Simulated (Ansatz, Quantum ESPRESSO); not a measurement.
# C (Diamond): third-order response, part 2 of 3

Wanted: vibrational spectra of C (Diamond) from linear and non-linear response.

Quantum ESPRESSO 8.0 development, patched; DFT LDA, scalar-relativistic, plane waves, PseudoDojo norm-conserving pseudopotentials.

So far. Step 2 (A first look): A gap of 4.1 eV opens on this mesh, so the crystal is taken as an insulator; the start stands at -11 GPa. Step 4 (Ground state): The cell stands at -0.24 GPa, close enough for stiff modes, while soft ones can move. The relaxed cell has a = 3.538 Å (conventional setting).

### 5. Zone-centre response

At q = 0 one unit cell holds all displacements; symmetry groups them into irreducible representations that are solved one by one. The response to a field gives ε∞ and the Born charges, which polar modes need. Third-order response adds the Raman tensors.

Contents of ph.in:

```
phonons
&INPUTPH
  prefix = 'x'
  outdir = './tmp'
  fildyn = 'g.dyn'
  tr2_ph = 1.0d-18
  epsil  = .true.
  lraman = .true.
  elop   = .true.
/
0.000000000000 0.000000000000 0.000000000000
```

The run is started by

```console
OMP_NUM_THREADS=1 mpirun -n 2 ph.x -nk 2 -in ph.in > ph.out
```

The log of the run:

```text
[banners, grids, parts of the stress and lines that vanish by symmetry left out]
[banner, memory and clock lines left out]
Program PHONON v.8.0dev

     Dynamical matrices for q-points given in input
     (   1q-points):
       N         xq(1)         xq(2)         xq(3)
       1   0.000000000   0.000000000   0.000000000

     ./tmp/x.save/

     IMPORTANT: XC functional enforced from input :
     Exchange-correlation= PW
                           (   1   4   0   0   0   0   0)
     Any further DFT definition will be discarded
     Please, verify this is what you really want

     G-vector sticks info

     Reading collected, re-writing distributed wavefunctions in ./tmp/

     Number and degeneracy of irreps per q-point
       N         xq(1)         xq(2)         xq(3)   N irreps
       1   0.000000000   0.000000000   0.000000000       2
        3   3

     Calculation of q =    0.0000000   0.0000000   0.0000000

     phonons

     bravais-lattice index     =            2
     lattice parameter (alat)  =       6.6849  a.u.
     unit-cell volume          =      74.6845 (a.u.)^3
     number of atoms/cell      =            2
     number of atomic types    =            1
     kinetic-energy cut-off    =      82.0000  Ry
     charge density cut-off    =     328.0000  Ry
     convergence threshold     =      1.0E-18
     beta                      =       0.7000
     number of iterations used =            4
     Exchange-correlation= PW
                           (   1   4   0   0   0   0   0)

     celldm(1)=    6.68493  celldm(2)=    0.00000  celldm(3)=    0.00000
     celldm(4)=    0.00000  celldm(5)=    0.00000  celldm(6)=    0.00000

     crystal axes: (cart. coord. in units of alat)
               a(1) = ( -0.5000  0.0000  0.5000 )
               a(2) = (  0.0000  0.5000  0.5000 )
               a(3) = ( -0.5000  0.5000  0.0000 )

     reciprocal axes: (cart. coord. in units 2 pi/alat)
               b(1) = ( -1.0000 -1.0000  1.0000 )
               b(2) = (  1.0000  1.0000  1.0000 )
               b(3) = ( -1.0000  1.0000 -1.0000 )

     Atoms inside the unit cell:

     Cartesian axes

     site n.  atom      mass           positions (alat units)
        1  C      12.0110   tau(    1) = (   -0.50000    0.50000    0.50000  )
        2  C      12.0110   tau(    2) = (   -0.25000    0.25000    0.25000  )

     Computing dynamical matrix for
                    q = (   0.0000000   0.0000000   0.0000000 )

     49 Sym.Ops. (with q -> -q+G )

     G cutoff =  371.2852  (   7583 G-vectors)     FFT grid: ( 32, 32, 32)
     number of k points=    72
                       cart. coord. in units 2pi/alat
        k(    1) = (   0.0000000   0.0000000   0.0000000), wk =   0.0011574
        k(    2) = (  -0.0833333   0.0833333  -0.0833333), wk =   0.0092593
        k(    3) = (  -0.1666667   0.1666667  -0.1666667), wk =   0.0092593
        [... further k-points left out ...]

     PseudoPot. # 1 for C  read from file:
     ./pseudo/C.upf
     Pseudo is Norm-conserving + core correction, Zval =  4.0

     Mode symmetry, O_h (m-3m)  point group:

     Electric field:
     Dielectric constant
     Born effective charges as d Force / d E
     Raman tensor
     Electro-optic tensor

     Atomic displacements:
     There are    2 irreducible representations

     Representation     1      3 modes -  To be done

     Representation     2      3 modes -  To be done

     Alpha used in Ewald sum =   2.8000

     Electric Fields Calculation

     The passes end when |ddv_scf|^2 is under  1.7E-19 (on this mesh; tr2_ph alone asks  1.0E-18)

      iter #   1   av.it.:   5.8
      thresh= 1.000E-02 alpha_mix =  0.700 |ddv_scf|^2 =  1.298E-08

      [... iterations left out ...]
      iter #   6   av.it.:  10.6
      thresh= 1.272E-10 alpha_mix =  0.700 |ddv_scf|^2 =  2.629E-20

     End of electric fields calculation

          Dielectric constant in cartesian axis

          (       5.706397012      -0.000000000      -0.000000000 )
          (      -0.000000000       5.706397012       0.000000000 )
          (      -0.000000000      -0.000000000       5.706397012 )

          Effective charges (d Force / dE) in cartesian axis without acoustic sum rule applied (asr)

           atom    1  C     Mean Z*:       -0.00016
      Ex  (       -0.00016        0.00000        0.00000 )
      Ey  (        0.00000       -0.00016        0.00000 )
      Ez  (        0.00000        0.00000       -0.00016 )
           atom    2  C     Mean Z*:       -0.00016
      Ex  (       -0.00016        0.00000        0.00000 )
      Ey  (        0.00000       -0.00016       -0.00000 )
      Ez  (        0.00000       -0.00000       -0.00016 )

          Effective charges Sum: Mean:       -0.00031
             -0.00031        0.00000        0.00000
              0.00000       -0.00031       -0.00000
              0.00000       -0.00000       -0.00031

          Effective charges (d Force / dE) in cartesian axis with asr applied:
           atom    1  C     Mean Z*:       -0.00000
      E*x (        0.00000        0.00000       -0.00000 )
      E*y (        0.00000       -0.00000        0.00000 )
      E*z (        0.00000        0.00000       -0.00000 )
           atom    2  C     Mean Z*:        0.00000
      E*x (        0.00000       -0.00000        0.00000 )
      E*y (       -0.00000        0.00000       -0.00000 )
      E*z (       -0.00000       -0.00000        0.00000 )

     Calling punch_plot_e
     Writing on file  drho

     Computing Pc [DH,Drho] |psi>

     Derivative coefficient:  0.001000    Threshold: 1.00E-12
     Non-scf  u_k: avg # of iterations = 17.0
     Non-scf Du_k: avg # of iterations = 23.4

          Dielectric constant from finite-differences

          (       5.706216371       0.000000000       0.000000000 )
          (       0.000000000       5.706216371      -0.000000000 )
          (       0.000000000      -0.000000000       5.706216371 )

              Electro-optic tensor is defined as
            the derivative of the dielectric tensor
              with respect to one electric field
                 units are Rydberg a.u.

            to obtain the static chi^2 multiply by 1/2

            to convert to pm/Volt multiply per 2.7502

          Electro-optic tensor in cartesian axis:

          (      -0.000000000      -0.000000000       0.000000000 )
          (      -0.000000000      -0.000000000      -0.000000000 )
          (       0.000000000      -0.000000000       0.000000000 )

          (       0.000000000       0.000000000       0.000000000 )
          (      -0.000000000       0.000000000       0.000000000 )
          (       0.000000000       0.000000000       0.000000000 )

          (      -0.000000000      -0.000000000      -0.000000000 )
          (      -0.000000000      -0.000000000      -0.000000000 )
          (      -0.000000000      -0.000000000       0.000000000 )

          Electro-optic tensor: contribution #   1

          (       0.000000000       0.000000000       0.000000000 )
          (      -0.000000000      -0.000000000       0.000000000 )
          (       0.000000000      -0.000000000      -0.000000000 )

          (      -0.000000000      -0.000000000       0.000000000 )
          (      -0.000000000       0.000000000       0.000000000 )
          (       0.000000000      -0.000000000       0.000000000 )

          (       0.000000000       0.000000000      -0.000000000 )
          (       0.000000000      -0.000000000       0.000000000 )
          (       0.000000000       0.000000000      -0.000000000 )

          Electro-optic tensor: contribution #   2

          (       0.000000000       0.000000000      -0.000000000 )
          (       0.000000000       0.000000000       0.000000000 )
          (      -0.000000000      -0.000000000      -0.000000000 )

          (      -0.000000000       0.000000000       0.000000000 )
          (       0.000000000       0.000000000      -0.000000000 )
          (      -0.000000000      -0.000000000       0.000000000 )

          (       0.000000000       0.000000000      -0.000000000 )
          (       0.000000000      -0.000000000      -0.000000000 )
          (      -0.000000000       0.000000000      -0.000000000 )

     Computing Second order response

      iter #   1   av.it.:   7.4
      thresh= 1.000E-02 alpha_mix =  0.700 |ddv_scf|^2 =  2.786E-08

      [... iterations left out ...]
      iter #   7   av.it.:  11.7
      thresh= 7.711E-11 alpha_mix =  0.700 |ddv_scf|^2 =  4.231E-21

          Raman tensor (au^-1) in cartesian axis

           atom      1
          (       0.000000000      -0.000000000       0.000000000 )
          (       0.000000000      -0.000000000      -2.694129423 )
          (       0.000000000      -2.694129423       0.000000000 )

          (       0.000000000      -0.000000000      -2.694129423 )
          (       0.000000000       0.000000000       0.000000000 )
          (      -2.694129423       0.000000000       0.000000000 )

          (       0.000000000      -2.694129423       0.000000000 )
          (      -2.694129423       0.000000000      -0.000000000 )
          (      -0.000000000      -0.000000000       0.000000000 )

           atom      2
          (       0.000000000       0.000000000       0.000000000 )
          (       0.000000000       0.000000000       2.694129423 )
          (       0.000000000       2.694129423       0.000000000 )

          (       0.000000000       0.000000000       2.694129423 )
          (      -0.000000000      -0.000000000      -0.000000000 )
          (       2.694129423      -0.000000000      -0.000000000 )

          (       0.000000000       2.694129423       0.000000000 )
          (       2.694129423       0.000000000       0.000000000 )
          (       0.000000000       0.000000000       0.000000000 )

     Raman tensor (A^2)

     atom #    1    pol.  1
      0.129339419062E-14     -0.184770598660E-15      0.554311795980E-15
      0.000000000000E+00     -0.739082394640E-15     -0.448374691751E+01
      0.554311795980E-15     -0.448374691751E+01      0.554311795980E-15
     atom #    1    pol.  2
      0.000000000000E+00     -0.739082394640E-15     -0.448374691751E+01
      0.369541197320E-15      0.369541197320E-15      0.369541197320E-15
[...]
atom #    1    pol.  3
[...]
atom #    2    pol.  1
[...]
atom #    2    pol.  2
[...]
atom #    2    pol.  3
[...]
0.259063776871E-14      0.365691809848E-15      0.111247297943E-14

     Representation #   1 modes #   1   2   3

     Self-consistent Calculation

     The passes end when |ddv_scf|^2 is under  1.7E-19 (on this mesh; tr2_ph alone asks  1.0E-18)

      iter #   1   av.it.:   6.9
      thresh= 1.000E-02 alpha_mix =  0.700 |ddv_scf|^2 =  1.978E-07

      [... iterations left out ...]
      iter #   7   av.it.:  10.8
      thresh= 2.119E-10 alpha_mix =  0.700 |ddv_scf|^2 =  6.958E-21

     End of self-consistent calculation

     Convergence has been achieved

     Representation #   2 modes #   4   5   6

     Self-consistent Calculation

     The passes end when |ddv_scf|^2 is under  1.7E-19 (on this mesh; tr2_ph alone asks  1.0E-18)

      iter #   1   av.it.:   7.1
      thresh= 1.000E-02 alpha_mix =  0.700 |ddv_scf|^2 =  1.276E-07

      [... iterations left out ...]
      iter #   7   av.it.:  10.8
      thresh= 1.413E-10 alpha_mix =  0.700 |ddv_scf|^2 =  2.520E-22

     End of self-consistent calculation

     Convergence has been achieved

     Number of q in the star =    1
     List of q in the star:
          1   0.000000000   0.000000000   0.000000000

          Dielectric constant in cartesian axis

          (       5.706397012      -0.000000000      -0.000000000 )
          (      -0.000000000       5.706397012       0.000000000 )
          (      -0.000000000      -0.000000000       5.706397012 )

          Effective charges (d Force / dE) in cartesian axis without acoustic sum rule applied (asr)

           atom    1  C     Mean Z*:       -0.00016
      Ex  (       -0.00016        0.00000        0.00000 )
      Ey  (        0.00000       -0.00016        0.00000 )
      Ez  (        0.00000        0.00000       -0.00016 )
           atom    2  C     Mean Z*:       -0.00016
      Ex  (       -0.00016        0.00000        0.00000 )
      Ey  (        0.00000       -0.00016       -0.00000 )
      Ez  (        0.00000       -0.00000       -0.00016 )

          Effective charges Sum: Mean:       -0.00031
             -0.00031        0.00000        0.00000
              0.00000       -0.00031       -0.00000
              0.00000       -0.00000       -0.00031

          Effective charges (d Force / dE) in cartesian axis with asr applied:
           atom    1  C     Mean Z*:       -0.00000
      E*x (        0.00000        0.00000       -0.00000 )
      E*y (        0.00000       -0.00000        0.00000 )
      E*z (        0.00000        0.00000       -0.00000 )
           atom    2  C     Mean Z*:        0.00000
      E*x (        0.00000       -0.00000        0.00000 )
      E*y (       -0.00000        0.00000       -0.00000 )
      E*z (       -0.00000       -0.00000        0.00000 )

     Diagonalizing the dynamical matrix

     q = (    0.000000000   0.000000000   0.000000000 )

 **************************************************************************
     freq (    1) =      -0.040043 [THz] =      -1.335683 [cm-1]
     freq (    2) =      -0.040043 [THz] =      -1.335683 [cm-1]
     freq (    3) =      -0.040043 [THz] =      -1.335683 [cm-1]
     freq (    4) =      39.630982 [THz] =    1321.947249 [cm-1]
     freq (    5) =      39.630982 [THz] =    1321.947249 [cm-1]
     freq (    6) =      39.630982 [THz] =    1321.947249 [cm-1]
 **************************************************************************

     Mode symmetry, O_h (m-3m)  point group:

     freq (   1-   3) =         -1.3  [cm-1]   --> T_1u G_15  G_4- I
     freq (   4-   6) =       1321.9  [cm-1]   --> T_2g G_25' G_5+ R
```

The job ended after 1.8 min (2 MPI ranks of Intel Xeon Platinum 8375C at 2.90GHz (Ice Lake), shared host; 3.6 min of CPU time).

Numbers from this step:

* miss of the charge sum rule: 3.20e-4 e
* largest acoustic frequency at the zone centre before the sum rule: -1.34 cm⁻¹
* highest optical zone-centre mode (no LO-TO term): 1322 cm⁻¹
* lowest optical zone-centre mode: 1322 cm⁻¹
* mean high-frequency dielectric constant: 5.706

Born charge (rows field, columns displacement), before the sum rule (e), principal values of the symmetric part by kind of site:

```
atom  atoms with these values      low   middle     high     mean
  C1                        2  -0.0002  -0.0002  -0.0002  -0.0002
```

In full for C1:

```
-0.0002  0.0000  0.0000
 0.0000 -0.0002  0.0000
 0.0000  0.0000 -0.0002
```

High-frequency dielectric tensor:

```
5.71 0.00 0.00
0.00 5.71 0.00
0.00 0.00 5.71
```

The acoustic modes at Γ come out as far as 1.3 cm⁻¹ from zero, where they should vanish, a small numerical error; the Born charges miss their sum rule by 3.2e-4 e, which is good.

### 6. Modes with the sum rule

A rigid shift of the crystal must cost nothing, but grids and finite bases break this; the acoustic sum rule is imposed before the matrix is diagonalised again.

Contents of dynmat.in:

```
&INPUT
  fildyn = 'g.dyn'
  asr    = 'simple'
  fileig = 'dynmat.eig'
  lperm  = .true.
/
```

The run is started by

```console
dynmat.x -in dynmat.in > dynmat.out
```

The log of the run:

```text
[banner, memory and clock lines left out]
Program DYNMAT v.8.0dev

     Reading Dynamical Matrix from file g.dyn
     ...Force constants read
     ...epsilon and Z* read
     ...Raman cross sections read
     A direction for q was not specified:TO-LO splitting will be absent

     Polarizability (A^3 units)
     multiply by 0.389287 for Clausius-Mossotti correction (not under assume_isolated = 'mt')
         4.144883   -0.000000   -0.000000
        -0.000000    4.144883   -0.000000
        -0.000000    0.000000    4.144883

     IR activities are in (D/A)^2/amu units
     Raman activities are in A^4/amu units
     multiply Raman by 0.022966 for Clausius-Mossotti correction (not under assume_isolated = 'mt')

# mode   [cm-1]    [THz]      IR          Raman   depol.fact
    1      0.00    0.0000    0.0000         0.0000    0.6955
    2      0.00    0.0000    0.0000         0.0000    0.4644
    3      0.00    0.0000    0.0000         0.0000    0.2606
    4   1321.95   39.6310    0.0000        70.2995    0.7500
    5   1321.95   39.6310    0.0000        70.2995    0.7500
    6   1321.95   39.6310    0.0000        70.2995    0.7500

Electronic dielectric permittivity tensor (relative, adimensional)
         5.706397   -0.000000   -0.000000
        -0.000000    5.706397   -0.000000
        -0.000000    0.000000    5.706397

 ... with zone-center polar mode contributions
         5.706397    0.000000    0.000000
         0.000000    5.706397    0.000000
         0.000000    0.000000    5.706397
```

It took 0.6 s on 1 thread.

Unit eigenvectors of the mass-weighted matrix after the sum rule; no LO-TO term. Modes at Γ:

```
mode  frequency (cm⁻¹)  symmetry
   1               0.0  acoustic
   2               0.0  acoustic
   3               0.0  acoustic
   4            1322.0       T2g
   5            1322.0       T2g
   6            1322.0       T2g
```

Displacements in mode 5 (1322.0 cm⁻¹), the largest set to 1:
```
C1   0.00  0.00  1.00
C2   0.00  0.00 -1.00
```

Degenerate modes summed. Lines of the Raman spectrum (strongest = 100):

```
position (cm⁻¹)  lines merged  label  Raman activity, relative
           1322             3    T2g                       100
```

The rule moves no optical mode by more than 0.1 cm⁻¹.

### 7. Sum rules set otherwise: a sum rule for molecules or wires on a crystal

This rule also removes rotations, which suits wires and not a crystal; it is tried to see the harm.

Contents of dynmat.in:

```
&INPUT
  fildyn = 'g.dyn'
  asr    = 'one-dim'
  fileig = 'dynmat.eig'
  lperm  = .true.
/
```

The run is started by

```console
dynmat.x -in dynmat.in > dynmat.out
```

The log of the run:

```text
[banner, memory and clock lines left out]
Program DYNMAT v.8.0dev

     Reading Dynamical Matrix from file g.dyn
     ...Force constants read
     ...epsilon and Z* read
     ...Raman cross sections read
asr rotation axis in 1D system=    3
     Acoustic Sum Rule: || Z*(ASR) - Z*(orig)|| =    3.825713E-04
     Acoustic Sum Rule: ||dyn(ASR) - dyn(orig)||=    1.588652E+00
     Message from routine dynmat:
     WARNING: the charges keep any dipole. Ignore the strengths of the modes set to zero; with q typed a rigid rotation may get a frequency
     A direction for q was not specified:TO-LO splitting will be absent

     Polarizability (A^3 units)
     multiply by 0.389287 for Clausius-Mossotti correction (not under assume_isolated = 'mt')
         4.144883   -0.000000   -0.000000
        -0.000000    4.144883   -0.000000
        -0.000000    0.000000    4.144883

     IR activities are in (D/A)^2/amu units
     Raman activities are in A^4/amu units
     multiply Raman by 0.022966 for Clausius-Mossotti correction (not under assume_isolated = 'mt')

# mode   [cm-1]    [THz]      IR          Raman   depol.fact
    1     -0.00   -0.0000    0.0000        64.6375    0.7500
    2     -0.00   -0.0000    0.0000         0.0000    0.3049
    3      0.00    0.0000    0.0000         0.5022    0.7500
    4      0.00    0.0000    0.0000         5.1598    0.7500
    5   1321.95   39.6310    0.0000        70.2995    0.7500
    6   1321.95   39.6310    0.0000        70.2995    0.7500

Electronic dielectric permittivity tensor (relative, adimensional)
         5.706397   -0.000000   -0.000000
        -0.000000    5.706397   -0.000000
        -0.000000    0.000000    5.706397

 ... with zone-center polar mode contributions
         5.706397    0.000000    0.000000
         0.000000    5.706397    0.000000
         0.000000    0.000000    5.706397
```

The job ended after 0.58 s (1 thread).

The run ended normally, but on settings that are not sound.

The fault: a sum rule for molecules or wires on a crystal; 1 optical mode is projected out to zero frequency, as if it were a rotation.

For a crystal the rule has to be 'simple' or 'crystal'.

Zone-centre frequencies as printed; negative means imaginary. Modes:

```
mode  frequency (cm⁻¹)
   1                 0
   2                 0
   3                 0
   4                 0
   5              1322
   6              1322
```

(Continued in part 3 of 3.)

[Host names and launcher messages were left out of these logs when they were recorded.]

[Logs are printed without paths, hosts, clocks, repeated set-up lines and the standing remarks that a program may print on its own settings, such as how far it seeks lower states.]

[Hosts, paths, dates, database ids (printed as entryN), source tags and the programs' standing remarks are cut or masked in the printed files.]
